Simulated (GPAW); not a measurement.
# Ga2O3 (C2/m): G0W0 with GPAW, start to end

How does a plane-wave GW calculation on Ga2O3 (C2/m) run from the first input to the gap?

Program: GPAW 26.7.0. Level of theory: PBE and many-body steps on it, plane waves. Results are calculated unless marked as measured.

**Experimental background.**

- Gap 4.88 eV: optical direct gap from Tauc plot; optical transmission, Tauc plot; film (as-deposited 50 nm PLD film, (-201) oriented) on c-plane sapphire (“beta-phase (AlxGa1-x)2O3 thin film with Al composition more than 70%”, 2020, arxiv:2005.05799).

- Gap 4.5 eV: optical absorption edge from ellipsometry; spectroscopic ellipsometry; film (oxidised 75 nm GaSe layer, annealed at 800 C in oxygen) on Al2O3 (“Thin Ga2O3 Layers by Thermal Oxidation of van der Waals GaSe Nanostructures for Ultraviolet Photon Sensing”, 2024, pmc:11320379).

- Gap 5.01 eV: direct optical gap from Tauc plot, as-grown; optical transmittance, Tauc extrapolation; film (RF-sputtered film deposited at room temperature, 120 nm, not annealed, poorer crystallinity) on 4H-SiC (“Influence of Annealing Atmosphere on the Characteristics of Ga2O3/4H-SiC n-n Heterojunction Diodes”, 2020, pmc:7013600).

- Gap 4.91 eV: direct optical gap from Tauc plot, O2-annealed; optical transmittance, Tauc extrapolation; film (RF-sputtered polycrystalline film, 120 nm, annealed at 800 C for 40 min in O2) on 4H-SiC (“Influence of Annealing Atmosphere on the Characteristics of Ga2O3/4H-SiC n-n Heterojunction Diodes”, 2020, pmc:7013600).

- Gap 5.04 eV: direct optical gap from Tauc plot; UV-vis transmittance; 300 K; film (two-step MBE film, (-201) oriented) on c-sapphire (“Structural and surface characterizations of 2D β-In2Se3/3D β-Ga2O3 heterostructures grown on c-Sapphire substrates by molecular beam epitaxy”, 2024, pmc:10907755).

This is a selection; 6 further reports are not listed.

## Step 1: The structure

It takes space group C2/m (No. 12, monoclinic). The conventional cell has a = 12.214 Å, b = 3.037 Å, c = 5.798 Å, α = 90.00°, β = 103.83°, γ = 90.00°. Nearest to Ga lie 4 O at 1.83 to 1.86 Å. Ga has 6 O at 1.94 to 2.07 Å nearest. Nearest to O lie 3 Ga at 1.83 to 1.94 Å. Nearest to O lie 4 Ga at 1.86 to 2.07 Å. O has 3 Ga at 1.83 to 1.94 Å nearest. Farther neighbours and most contacts between anions are not listed.

The cell and positions come from the Crystallography Open Database and are kept as given unless a step says otherwise.

## Step 2: Ground state

This step: GPAW 26.7.0; DFT, PBE, plane waves, PAW.

The ground-state density comes first.

run.py reads:

```python
import json
import numpy as np
from gpaw.mpi import world
from ase import Atoms
from gpaw import GPAW, PW, FermiDirac

atoms = Atoms(['Ga', 'Ga', 'Ga', 'Ga', 'O', 'O', 'O', 'O', 'O', 'O'],
    cell=[[6.1070000000, -1.5185500000, 0.0000000000],
      [6.1070000000, 1.5185500000, 0.0000000000],
      [-1.3859888959, 0.0000000000, 5.6300087380]],
    scaled_positions=[[0.0905000000, 0.0905000000, 0.7946000000],
      [0.9095000000, 0.9095000000, 0.2054000000],
      [0.6586600000, 0.6586600000, 0.3140200000],
      [0.3413400000, 0.3413400000, 0.6859800000],
      [0.1645000000, 0.1645000000, 0.1098000000],
      [0.8355000000, 0.8355000000, 0.8902000000],
      [0.1733000000, 0.1733000000, 0.5632000000],
      [0.8267000000, 0.8267000000, 0.4368000000],
      [0.4959000000, 0.4959000000, 0.2566000000],
      [0.5041000000, 0.5041000000, 0.7434000000]],
    pbc=(True, True, True))
calc = GPAW(mode=PW(600),
    xc='PBE',
    kpts={'size': (8, 8, 4), 'gamma': True},
    occupations=FermiDirac(0.001),
    nbands=-11,
    convergence={'density': 1e-6, 'bands': -3},
    maxiter=100,
    txt='gs.txt')
atoms.calc = calc
res = {'energy': atoms.get_potential_energy()}
kpts = calc.get_ibz_k_points()
res['kpts'] = kpts
res['eigenvalues'] = [calc.get_eigenvalues(kpt=k) for k in range(len(kpts))]
res['n_electrons'] = calc.get_number_of_electrons()
calc.write('gs.gpw')

if world.rank == 0:
    with open('result.json', 'w') as f:
        json.dump(res, f, default=lambda x: x.tolist())
```

Launch:

```console
$ mpirun -n 4 gpaw python run.py
```

Output:

```text
__  _  _
 | _ |_)|_||  |
 |__||  | ||/\| - 26.7.0

Input parameters:
  mode=PW(ecut=600.0),
  convergence={'density': 1e-06, 'bands': -3},
  kpts=MonkhorstPack(size=(8, 8, 4), gamma=True),
  maxiter=100,
  nbands=-11,
  occupations=Occupations(name='fermi-dirac', width=0.001, fixmagmom=False),
  xc=XC(name='PBE')
  [... matrices ...]
Diagonalizing LCAO Hamiltonian
Converting LCAO to pw mode

                             O
       Ga          O
               Ga
          O                   O
                         Ga
                     O           Ga
           O

Atoms  # Å, Bohr magnetons
|   | symbol |         x |         y |        z |    initial magnetic moments |
| 0 |     Ga |  0.004060 | -0.000000 | 4.473605 | ( 0.0000,  0.0000,  0.0000) |
| 1 |     Ga | 10.823951 |  0.000000 | 1.156404 | ( 0.0000,  0.0000,  0.0000) |
| 2 |     Ga |  7.609645 |  0.000000 | 1.767935 | ( 0.0000,  0.0000,  0.0000) |
| 3 |     Ga |  3.218366 | -0.000000 | 3.862073 | ( 0.0000,  0.0000,  0.0000) |
| 4 |      O |  1.857021 | -0.000000 | 0.618175 | ( 0.0000,  0.0000,  0.0000) |
| 5 |      O |  8.970990 | -0.000000 | 5.011834 | ( 0.0000,  0.0000,  0.0000) |
| 6 |      O |  1.336097 | -0.000000 | 3.170821 | ( 0.0000,  0.0000,  0.0000) |
| 7 |      O |  9.491914 |  0.000000 | 2.459188 | ( 0.0000,  0.0000,  0.0000) |
| 8 |      O |  5.701278 | -0.000000 | 1.444660 | ( 0.0000,  0.0000,  0.0000) |
| 9 |      O |  5.126733 |  0.000000 | 4.185348 | ( 0.0000,  0.0000,  0.0000) |

Unit cell  # Å
| periodic |         x |         y |        z |  lengths |     angles |
|      yes |  6.107000 | -1.518550 | 0.000000 | 6.292968 | 103.413542 |
|      yes |  6.107000 |  1.518550 | 0.000000 | 6.292968 | 103.413542 |
|      yes | -1.385989 |  0.000000 | 5.630009 | 5.798100 |  27.927628 |

Number of symmetries: 4
Symmetry operations  # r_c * U_cc + t_c -> r_c
|   | kind |            matrix            |
| 0 |  E   |  1, 0, 0,  0, 1, 0,  0, 0, 1 |
| 1 |  σ   |  0, 1, 0,  1, 0, 0,  0, 0, 1 |
| 2 |  C2  |  0,-1, 0, -1, 0, 0,  0, 0,-1 |
| 3 |  i   | -1, 0, 0,  0,-1, 0,  0, 0,-1 |

BZ-sampling:
  Number of BZ points: 256
  Number of IBZ points: 78

  Monkhorst-Pack size: [8, 8, 4]
  Monkhorst-Pack shift: [0.0625, 0.0625, 0.125]

K-points  # in reciprocal-cell coordinates
|     |                                coordinates |     weight |
|   0 | (  0.00000000,   0.00000000,   0.00000000) | 0.00390625 |
|   1 | (  0.00000000,   0.00000000,   0.25000000) | 0.00781250 |
|   2 | (  0.00000000,   0.00000000,   0.50000000) | 0.00390625 |
|   3 | (  0.12500000,  -0.12500000,   0.00000000) | 0.00781250 |
|   4 | (  0.12500000,  -0.12500000,   0.25000000) | 0.01562500 |
|   5 | (  0.12500000,  -0.12500000,   0.50000000) | 0.00781250 |
|   6 | (  0.12500000,   0.00000000,  -0.25000000) | 0.01562500 |
|   7 | (  0.12500000,   0.00000000,   0.00000000) | 0.01562500 |
|   8 | (  0.12500000,   0.00000000,   0.25000000) | 0.01562500 |
|   9 | (  0.12500000,   0.00000000,   0.50000000) | 0.01562500 |
| ... |                                            |            |
|  77 | (  0.50000000,   0.50000000,   0.50000000) | 0.00390625 |

Plane wave coefficients: 3518
Cutoff: 600.0 eV

Spin-components: 1 (collinear spins)
Bands:           35
Projectors:      50
Spin-degeneracy: 2
Datatype:        complex128

  Storage: CPU
  Wave functions: 151_089_120 bytes (37_772_280 per core)
  Projectors: 125_188_128 bytes (31_297_032 per core)
  [... matrices ...]
Parallelization:
  kpt:    4
  domain: 1
  band:   1

Density:
  Valence electrons: 48.0
  Components: 1
  Grid points: [36 36 35]
  Charge: 0.0  # |e|

Potential:
  Grid points: [36 36 35]

species:
  Ga:
    name:    Gallium
    Z:       31.0
    valence: 3
    core:    28
    charge:  0.0  # [|e|]
    compensation charges:
      type: gauss
      rc: 0.37  # [Å]
      lmax: 2
    cutoffs:
      filter: 2.06  # [Å]
      core: 4.17  # [Å]
    projectors
    | kind |    occ | energy [eV] | rcut [Å] |
    |   4s |  2.000 |      -8.945 |    1.164 |
    |   4p |  1.000 |      -2.580 |    1.164 |
    |    s |        |      18.266 |    1.164 |
    |    p |        |      24.631 |    1.164 |
    |    d |        |       0.000 |    1.164 |

    Using partial waves for Ga as LCAO basis

  O:
    name:    Oxygen
    Z:       8.0
    valence: 6
    core:    2
    charge:  0.0  # [|e|]
    compensation charges:
      type: gauss
      rc: 0.21  # [Å]
      lmax: 2
    cutoffs:
      filter: 1.17  # [Å]
      core: 0.83  # [Å]
    projectors
    | kind |    occ | energy [eV] | rcut [Å] |
    |   2s |  2.000 |     -23.961 |    0.688 |
    |   2p |  4.000 |      -9.029 |    0.598 |
    |    s |        |       3.251 |    0.688 |
    |    p |        |      18.182 |    0.598 |
    |    d |        |       0.000 |    0.619 |

    Using partial waves for O as LCAO basis

Reference energy: -223783.799923  # eV

eigensolver:
  PPCG
  Converge bands: -3
  niter=2

density mixing:
  MSR1-Mixer
  Pratt-step length: 0.05
  Maximum mixing coefficient: 0.75
  Old densities: 10
  SVD Regularization: 0.005
  Good broyden scale: 1.0
  Trust region scale: 1.0
  Backstep threshold: 4.0
  History deletion threshold: 6.0
  Fourier metric: weight=20.0, sigma=0.015

occupation numbers:
  Fermi-Dirac:
    width: 0.0010  # eV

poisson solver:
  ecut: 4800.0  # eV

xc functional:
  name: PBE with 2 nearest neighbor stencil

Initialization done in: 5.201 s

convergence criteria:
- Maximum integral of absolute [dens]ity change: 1e-06 electrons / valence electron
- Maximum [total energy] change in last 3 cyles: 0.0005 eV / valence electron
- Maximum integral of absolute [eigenst]ate change: 4e-08 eV^2 / valence electron
maximum number of iterations: 100

SCF iterations
|iter     |     time |      energy | eigst |  dens |
|iter:   1|  |  -68.529567 | +0.29 |       |
|iter:   2|  |  -66.248964 | -1.07 | -0.67 |
|iter:   3|  |  -59.875443 | -0.35 | -0.73 |
|iter:   4|  |  -59.874605 | -2.05 | -1.33 |
|iter:   5|  |  -59.882050c| -2.52 | -1.61 |
|iter:   6|  |  -59.881002c| -3.29 | -2.47 |
|iter:   7|  |  -59.881169c| -4.55 | -2.87 |
|iter:   8|  |  -59.881198c| -4.94 | -3.32 |
|iter:   9|  |  -59.881199c| -5.04 | -4.18 |
|iter:  10|  |  -59.881199c| -5.49 | -4.48 |
|iter:  11|  |  -59.881199c| -6.21 | -4.89 |
|iter:  12|  |  -59.881199c| -6.78 | -5.53 |
|iter:  13|  |  -59.881199c| -6.95 | -6.19c|
|iter:  14|  |  -59.881199c| -7.42c| -6.79c|

Converged in 14 steps
SCF loop duration: 75.999 s (5.429 s/step)
Energy contributions relative to reference atoms: (reference = -223783.799923)
  [... matrices ...]
Energy contributions:
  Kinetic:         153.493002
  Coulomb:        -135.365314
  Zero:              1.370137
  External:          0.000000
  Xc:              -79.379024
  Entropy:          -0.000000
  Spinorbit:         0.000000
  ----------------------------
  Free energy:     -59.881199
  Extrapolated:    -59.881199

dipole moment: (-0.000310, 0.000000, -0.000161)  # |e|*Ang

Fermi level: 5.063
Eigenvalues  # (at kpt = [0.000, 0.000, 0.000])
| band index |      eig [eV] | occ [0-2] |
|          0 |       -13.895 |     2.000 |
|        ... |               |           |
|         16 |         3.269 |     2.000 |
|         17 |         3.409 |     2.000 |
|         18 |         3.987 |     2.000 |
|         19 |         4.232 |     2.000 |
|         20 |         4.304 |     2.000 |
|         21 |         4.532 |     2.000 |
|         22 |         4.721 |     2.000 |
|         23 |         4.994 |     2.000 |
|         24 |         7.453 |     0.000 |
[...]
|         28 |        12.828 |     0.000 |
|         29 |        13.790 |     0.000 |
|         30 |        14.452 |     0.000 |
|         31 |        14.508 |     0.000 |
|        ... |               |           |
|         34 |        17.935 |     0.000 |

Gap: 2.430 eV
Transition (v -> c):
  (s=0, k=74, n=23, [0.50, 0.38, 0.50]) -> (s=0, k=0, n=24, [0.00, 0.00, 0.00])
Direct/indirect transitions are different
Direct gap: 2.460 eV
Transition at: (s=0, k=0, n=23, [0.00, 0.00, 0.00])
# Writing to gs.gpw (mode='')
  [... matrices ...]
```

Elapsed: 83 s, on 4 MPI ranks of Arm Neoverse V2, shared host; peak memory 1.1 GiB.

Numbers from this step:

* total energy: -59.8812 eV
* gap: 2.430 eV
* k of the valence top: 0.5, 0.375, 0.5
* k of the conduction bottom: 0, 0, 0
* least direct gap: 2.460 eV

The gap is indirect, with the least direct gap 0.03 eV higher.

## Step 3: Bands along the symmetry lines

Levels along a band path, at the cheap level, show where the edges lie and whether the meshes to come will hold them.

run.py reads:

```python
import json
import numpy as np
from gpaw.mpi import world
from gpaw import GPAW

path = [[0.000000, 0.000000, 0.000000],
    [-0.033299, 0.033299, 0.000000],
    [-0.066599, 0.066599, 0.000000],
    [-0.099898, 0.099898, 0.000000],
    [-0.133197, 0.133197, 0.000000],
    [-0.166496, 0.166496, 0.000000],
    [-0.199796, 0.199796, 0.000000],
    [-0.233095, 0.233095, 0.000000],
    [-0.266394, 0.266394, 0.000000],
    [-0.733606, -0.266394, 0.000000],
    [-0.704405, -0.295595, 0.000000],
    [-0.675204, -0.324796, 0.000000],
    [-0.646003, -0.353996, 0.000000],
    [-0.616803, -0.383197, 0.000000],
    [-0.587602, -0.412398, 0.000000],
    [-0.558401, -0.441599, 0.000000],
    [-0.529201, -0.470799, 0.000000],
    [-0.500000, -0.500000, 0.000000],
    [-0.437500, -0.437500, 0.000000],
    [-0.375000, -0.375000, 0.000000],
    [-0.312500, -0.312500, 0.000000],
    [-0.250000, -0.250000, 0.000000],
    [-0.187500, -0.187500, 0.000000],
    [-0.125000, -0.125000, 0.000000],
    [-0.062500, -0.062500, 0.000000],
    [0.000000, 0.000000, 0.000000],
    [-0.062500, -0.062500, 0.062500],
    [-0.125000, -0.125000, 0.125000],
    [-0.187500, -0.187500, 0.187500],
    [-0.250000, -0.250000, 0.250000],
    [-0.312500, -0.312500, 0.312500],
    [-0.375000, -0.375000, 0.375000],
    [-0.437500, -0.437500, 0.437500],
    [-0.500000, -0.500000, 0.500000],
    [-0.530233, -0.469767, 0.500000],
    [-0.560465, -0.439535, 0.500000],
    [-0.590698, -0.409302, 0.500000],
    [-0.620931, -0.379069, 0.500000],
    [-0.651163, -0.348837, 0.500000],
    [-0.681396, -0.318604, 0.500000],
    [-0.711628, -0.288372, 0.500000],
    [-0.741861, -0.258139, 0.500000],
    [-0.258139, 0.258139, 0.500000],
    [-0.225872, 0.225872, 0.500000],
    [-0.193604, 0.193604, 0.500000],
    [-0.161337, 0.161337, 0.500000],
    [-0.129069, 0.129069, 0.500000],
    [-0.096802, 0.096802, 0.500000],
    [-0.064535, 0.064535, 0.500000],
    [-0.032267, 0.032267, 0.500000],
    [0.000000, 0.000000, 0.500000],
    [0.000000, 0.000000, 0.437500],
    [0.000000, 0.000000, 0.375000],
    [0.000000, 0.000000, 0.312500],
    [0.000000, 0.000000, 0.250000],
    [0.000000, 0.000000, 0.187500],
    [0.000000, 0.000000, 0.125000],
    [0.000000, 0.000000, 0.062500],
    [0.000000, 0.000000, 0.000000],
    [-0.500000, 0.000000, 0.500000],
    [-0.437500, 0.000000, 0.437500],
    [-0.375000, 0.000000, 0.375000],
    [-0.312500, 0.000000, 0.312500],
    [-0.250000, 0.000000, 0.250000],
    [-0.187500, 0.000000, 0.187500],
    [-0.125000, 0.000000, 0.125000],
    [-0.062500, 0.000000, 0.062500],
    [0.000000, 0.000000, 0.000000],
    [-0.062500, 0.000000, 0.000000],
    [-0.125000, 0.000000, 0.000000],
    [-0.187500, 0.000000, 0.000000],
    [-0.250000, 0.000000, 0.000000],
    [-0.312500, 0.000000, 0.000000],
    [-0.375000, 0.000000, 0.000000],
    [-0.437500, 0.000000, 0.000000],
    [-0.500000, 0.000000, 0.000000]]
calc = GPAW('gs.gpw').fixed_density(kpts=path,
    symmetry='off',
    nbands=34,
    convergence={'bands': 30},
    txt='bands.txt')
res = {}
kpts = calc.get_ibz_k_points()
res['kpts'] = kpts
res['eigenvalues'] = [calc.get_eigenvalues(kpt=k) for k in range(len(kpts))]
res['n_electrons'] = calc.get_number_of_electrons()

if world.rank == 0:
    with open('result.json', 'w') as f:
        json.dump(res, f, default=lambda x: x.tolist())
```

Launch:

```console
$ mpirun -n 4 gpaw python run.py
```

Output:

```text
Diagonalizing LCAO Hamiltonian
Converting LCAO to pw mode
convergence criteria:
- Maximum integral of absolute [eigenst]ate change: 4e-08 eV^2 / valence electron
maximum number of iterations: 100

SCF iterations
|iter     |     time |      energy | eigst |  dens |
|iter:   1|  |             | +0.30 |       |
|iter:   2|  |             | -1.36 |       |
|iter:   3|  |             | -2.42 |       |
[...]
|iter:  10|  |             | -6.73 |       |
|iter:  11|  |             | -7.27 |       |
|iter:  12|  |             | -7.70c|       |
SCF steps: 12
  __  _  _
 | _ |_)|_||  |
 |__||  | ||/\| - 26.7.0

Input parameters:
  mode=PW(ecut=600.0),
  convergence={'bands': 30},
  gpts=array([36, 36, 35]),
  kpts=KPoints(kpts=array([[ 0.      ,  0.      ,  0.      ],
         [-0.033299,  0.033299,  0.      ],
         [-0.066599,  0.066599,  0.      ],
         [-0.099898,  0.099898,  0.      ],
[...]
[-0.5     , -0.5     ,  0.      ],
         [-0.4375  , -0.4375  ,  0.      ],
         [-0.375   , -0.375   ,  0.      ],
[...]
[ 0.      ,  0.      ,  0.      ],
[...]
[-0.064535,  0.064535,  0.5     ],
         [-0.032267,  0.032267,  0.5     ],
         [ 0.      ,  0.      ,  0.5     ],
         [ 0.      ,  0.      ,  0.4375  ],
[...]
[ 0.      ,  0.      ,  0.      ],
[...]
[ 0.      ,  0.      ,  0.      ],
[...]
[-0.375   ,  0.      ,  0.      ],
         [-0.4375  ,  0.      ,  0.      ],
         [-0.5     ,  0.      ,  0.      ]])),
  maxiter=100,
  nbands=34,
  occupations=Occupations(name='fermi-dirac', width=0.001, fixmagmom=False),
  parallel={},
  symmetry=Symmetry(point_group=False, time_reversal=False),
  xc=XC(name='PBE')
```

The job ended after 64 s (4 MPI ranks; peak memory 1.2 GiB).

Numbers from this step:

```
gap                        : 2.423 eV
k of the valence top       : -0.5302, -0.4698, 0.5
k of the conduction bottom : 0, 0, 0
least direct gap           : 2.460 eV
```

The gap is 2.423 eV, −0.008 eV from the run before at this level.

Electronic bands along the path, in eV, zero at the top of the highest filled band:

```
     point  band 21  band 22  band 23  band 24  band 25  band 26  band 27  band 28
         Γ    -0.73    -0.50    -0.31    -0.04     2.42     5.74     6.76     6.78
   halfway    -1.15    -0.73    -0.66    -0.07     4.92     6.38     7.06     7.94
         C    -0.95    -0.82    -0.54    -0.14     5.79     6.49     7.00     7.15
jump to C2    -0.95    -0.82    -0.54    -0.14     5.79     6.49     7.00     7.15
   halfway    -0.92    -0.65    -0.48    -0.12     5.41     5.49     6.74     7.43
        Y2    -0.79    -0.77    -0.45    -0.18     4.60     4.85     5.85     6.62
   halfway    -0.80    -0.75    -0.59    -0.10     3.29     5.55     6.31     6.74
         Γ    -0.73    -0.50    -0.31    -0.04     2.42     5.74     6.76     6.78
   halfway    -0.78    -0.72    -0.54    -0.09     3.65     5.72     6.51     6.84
        M2    -0.73    -0.72    -0.61    -0.01     5.22     5.37     6.29     6.56
   halfway    -0.93    -0.91    -0.73    -0.14     6.36     6.42     7.19     7.48
         D    -1.18    -0.92    -0.90    -0.67     6.95     7.02     7.72     8.12
jump to D2    -1.18    -0.92    -0.90    -0.67     6.95     7.02     7.72     8.12
   halfway    -1.20    -0.87    -0.45    -0.41     5.90     6.05     7.96     8.18
         A    -0.69    -0.65    -0.61    -0.33     4.81     4.95     6.77     7.24
   halfway    -0.71    -0.67    -0.48    -0.29     3.36     5.92     6.53     6.97
         Γ    -0.73    -0.50    -0.31    -0.04     2.42     5.74     6.76     6.78
jump to L2    -1.14    -1.08    -0.78    -0.68     6.92     6.96     7.89     8.09
   halfway    -1.12    -0.86    -0.46    -0.31     5.18     6.55     7.38     8.03
         Γ    -0.73    -0.50    -0.31    -0.04     2.42     5.74     6.76     6.78
   halfway    -1.14    -0.77    -0.55    -0.07     4.77     6.34     6.97     8.04
        V2    -0.86    -0.77    -0.53    -0.15     5.66     6.56     7.28     7.51
```

(Continued in part 2 of 2.)

[Paths, hosts, dates, memory and timing lines, banners, echoed tables and standing remarks are left out of the program output.]

[Logs are printed without paths, hosts, clocks, repeated set-up lines and the standing remarks that a program may print on its own settings, such as how far it seeks lower states.]

[Runs of the session that timed out or met a known fault of the program may be left out.]

[Hosts, paths, dates, database ids (printed as entryN), source tags and the programs' standing remarks are cut or masked in the printed files.]
